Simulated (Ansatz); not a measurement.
# The perfect SiC wire along [111], 38 atoms a period, H-terminated

What gap, if any, does the SiC wire along [111], 38 atoms a period, H-terminated have, and how does it change with the functional?

Main program and level: Ansatz 0.2.0; DFT PBE, plane waves, PAW; relaxation of a wire's period; PAW set soft_1, in the first sound run; inputs show where later runs differ.

This is a report of a sequence of runs, with most program output left out.

**1. The structure**

The cell holds 68 atoms: 19 Si, 19 C and 30 H. Its edges and angles: a = 15.395 Å, b = 16.394 Å, c = 7.586 Å, α = 90.0°, β = 90.0°, γ = 90.0°. Vacuum lies along a and b. The structure's axis is c.

**2. Relaxing the period**

Band widths follow the bond lengths, so the wire is relaxed first. The atoms and the third cell vector are free; the box across stays fixed as vacuum. A Fermi-Dirac smearing is set since the result may be a metal. The pressure printed is a third of the stress's trace over the whole box, vacuum included; only the stress along the axis is relaxed.

Input file input.yaml:

```yaml
crystal:
  lattice:
    - [15.395, 0.0, 0.0]
    - [0.0, 16.394, 0.0]
    - [0.0, 0.0, 7.5863825372]
  atoms:
    - { symbol: Si, position: [0.399403301, 0.455539866, 0.0] }
    - { symbol: Si, position: [0.499992054, 0.291931761, 0.0] }
    - { symbol: Si, position: [0.600580807, 0.455539866, 0.0] }
    - { symbol: C, position: [0.298814548, 0.61914797, 0.25] }
    - { symbol: C, position: [0.399403301, 0.455539866, 0.25] }
    - { symbol: C, position: [0.499992054, 0.291931761, 0.25] }
    - { symbol: C, position: [0.499992054, 0.61914797, 0.25] }
    - { symbol: C, position: [0.600580807, 0.455539866, 0.25] }
[... 56 atom lines left out ...]
    - { symbol: H, position: [0.760570416, 0.477870639, 0.965877649] }
    - { symbol: Si, position: [0.298814548, 0.61914797, 0.0] }
    - { symbol: Si, position: [0.499992054, 0.61914797, 0.0] }
    - { symbol: Si, position: [0.70116956, 0.61914797, 0.0] }
kpoints:
  mp_grid: { grid: [1, 1, 11] }
scf:
  occupations: { method: fermi_dirac, width: 0.05 }
hamiltonian:
  xc: pbe
  pseudopotentials: { kind: paw, azcp: { folder: soft_1 } }
relax:
  cell: { fix: [a, b, alpha, beta, gamma] }
  max_steps: 45
  f_tol: 0.03
```

Started as:

```sh
$ ansatz run input.yaml --threads 8 --pin off --max-ram 16384MiB --backend cpu --events-out ev --progress --plain --runs-dir out
```

Run time: 2.5 min. Hardware: 8 threads of Arm Neoverse V1, shared host; peak memory 7.3 GiB; 20 min of CPU time.

Relaxation path:

| step | energy less that of the first step (eV) | largest force component (eV/Å) | pressure (GPa) | volume (Å³) |
| --- | --- | --- | --- | --- |
| 1 | 0.0000 | 0.6876 | 0.07 | 1914.69 |
| 2 | -0.3723 | 0.4363 | -0.04 | 1940.39 |
| 3 | -0.4245 | 0.0775 | -0.04 | 1936.23 |
| 4 | -0.4272 | 0.0183 | 0.00 | 1935.70 |
| 5* | -0.4355 | 0.0185 | 0.00 | 1935.70 |

Relaxation steps marked * repeat the geometry before them on a plane-wave basis chosen anew for their cell, so energy and pressure can jump there.

Forces are held to the 2 operations that the run works with; a distortion that breaks them can't arise in this run.

| cell as run | before | after | change |
| --- | --- | --- | --- |
| c (Å) | 7.586 | 7.670 | +1.1 % |

The atoms that moved most (Å, along periodic axes as changes of fractional coordinates times the final cell, across vacuum about the mean position):

| atom | dx | dy | dz | length |
| --- | --- | --- | --- | --- |
| H10 | -0.044 | -0.033 | 0.028 | 0.062 |
| H15 | 0.044 | -0.033 | 0.028 | 0.062 |
| H14 | 0.050 | -0.022 | 0.028 | 0.061 |
| H11 | -0.050 | -0.022 | 0.028 | 0.061 |
| H63 | 0.010 | -0.045 | -0.040 | 0.061 |
| H62 | -0.010 | -0.045 | -0.040 | 0.061 |
| H65 | -0.034 | 0.031 | -0.040 | 0.061 |
| H60 | 0.034 | 0.031 | -0.040 | 0.061 |

This step gave:

- cell length along the wire: 7.670 Å

The cell's length comes to 7.670 Å with spin left out.

**3. The perfect wire**

This step: DFT PBE, plane waves, PAW; bands of a perfect wire; PAW set soft_1 (Ansatz 0.2.0).

At the relaxed period the bands are computed along the axis; those that cross an energy going forward count the channels that a perfect wire would open there.

Input file input.yaml:

```yaml
crystal:
  lattice:
    - [15.395, 0.0, 0.0]
    - [0.0, 16.394, 0.0]
    - [0.0, 0.0, 7.6695985455]
  atoms:
    - { symbol: Si, position: [0.399235583, 0.455460404, 0.001857763] }
    - { symbol: Si, position: [0.5, 0.291534249, 0.000768013] }
    - { symbol: Si, position: [0.600764417, 0.455460404, 0.001857763] }
    - { symbol: C, position: [0.299684713, 0.618672909, 0.245988228] }
    - { symbol: C, position: [0.399047394, 0.455339996, 0.250722013] }
    - { symbol: C, position: [0.5, 0.292871485, 0.246007378] }
    - { symbol: C, position: [0.5, 0.619537349, 0.250721776] }
    - { symbol: C, position: [0.600952606, 0.455339996, 0.250722013] }
[... 56 atom lines left out ...]
    - { symbol: H, position: [0.758343993, 0.479766425, 0.960668965] }
    - { symbol: Si, position: [0.298428362, 0.619375053, 0.000741891] }
    - { symbol: Si, position: [0.5, 0.619357278, 0.001861065] }
    - { symbol: Si, position: [0.701571638, 0.619375053, 0.000741891] }
kpoints:
  mp_grid: { grid: [1, 1, 11] }
  band_path: { path: ["Γ", Z], npoints: 90 }
scf:
  occupations: { method: fermi_dirac, width: 0.05 }
hamiltonian:
  xc: pbe
  pseudopotentials: { kind: paw, azcp: { folder: soft_1 } }
output:
  dos: { e_range: [-5, 4] }
  write_potential: true
  write_density: true
  volumetric_format: npy
```

Run time: 12 min. Hardware: 8 threads; peak memory 13 GiB; 1.6 h of CPU time.

Numbers from this step:

| Property | Result |
| --- | --- |
| band gap | 3.272 eV |

Electronic bands along the path, in eV, zero at the Fermi level; v1 is the highest filled band, c1 the lowest empty one:

| point | v4 | v3 | v2 | v1 | c1 | c2 | c3 | c4 |
| --- | --- | --- | --- | --- | --- | --- | --- | --- |
| Γ | -2.10 | -1.99 | -1.99 | -1.64 | 1.64 | 1.90 | 1.91 | 2.96 |
| halfway | -2.24 | -2.03 | -2.02 | -2.00 | 1.98 | 2.11 | 2.12 | 3.08 |
| Z | -2.22 | -2.22 | -2.09 | -2.08 | 2.59 | 2.63 | 2.65 | 2.79 |

The gap is 3.27 eV, with spin left out.

The path shows a direct gap of 3.27 eV (valence top at Γ, conduction bottom at Γ).

**4. Another level of theory, cutoff 500 eV, k-mesh 1×1×8**

This step: DFT r2SCAN, plane waves, PAW; bands of a perfect wire at the PBE geometry; PAW set soft_1 (Ansatz 0.2.0).

The atoms stay at the PBE geometry and the functional changes. r2SCAN also reads the kinetic-energy density; it often gives larger moments and wider gaps than PBE, at a higher cost. Against the first PBE run of this kind, the cutoff is 500 eV against 420 and the mesh along the wire has 8 points against 11.

input.yaml: that of step 3 with these lines changed.

```diff
@@ -75,3 +75,3 @@
 kpoints:
-  mp_grid: { grid: [1, 1, 11] }
+  mp_grid: { grid: [1, 1, 8] }
   band_path: { path: ["Γ", Z], npoints: 90 }
@@ -80,8 +80,3 @@
 hamiltonian:
-  xc: pbe
+  xc: r2scan
   pseudopotentials: { kind: paw, azcp: { folder: soft_1 } }
-output:
-  dos: { e_range: [-5, 4] }
-  write_potential: true
-  write_density: true
-  volumetric_format: npy
```

It took 18 min on 8 threads; peak memory 14 GiB; 2.4 h of CPU time.

This step gave:

```yaml
band_gap: 3.679 eV
```

The electronic bands at the labelled points (eV, zero at the Fermi level; v1 is the highest filled band, c1 the lowest empty one):

| point | v4 | v3 | v2 | v1 | c1 | c2 | c3 | c4 |
| --- | --- | --- | --- | --- | --- | --- | --- | --- |
| Γ | -2.34 | -2.22 | -2.22 | -1.84 | 1.84 | 2.12 | 2.13 | 3.35 |
| halfway | -2.48 | -2.26 | -2.25 | -2.23 | 2.21 | 2.35 | 2.36 | 3.53 |
| Z | -2.46 | -2.46 | -2.32 | -2.32 | 2.87 | 2.90 | 2.91 | 3.09 |

The gap is 3.68 eV, against 3.27 eV under PBE at the relaxed period.

**5. Summary of results**

* cell length, PBE: 7.670 Å
* gap, PBE: 3.27 eV
* gap, r2SCAN: 3.68 eV

In words: Under PBE the cell's length is 7.67 Å, and a gap of 3.27 eV makes it a semiconductor. At the relaxed period the wire is gapped under every functional, from 3.27 eV (PBE) to 3.68 eV (r2SCAN). Weak screening in one dimension makes quasiparticle gaps larger than the semilocal gaps, as a rule. Plain hydrogen on a compound's surface is a simple closure: it may leave surface states, and facets that end in unlike atoms put a field across the wire, both of which shrink the gap.

[Logs are printed without paths, hosts, clocks, repeated set-up lines and the standing remarks that a program may print on its own settings, such as how far it seeks lower states.]

[Hosts, paths, dates, database ids (printed as entryN), source tags and the programs' standing remarks are cut or masked in the printed files.]
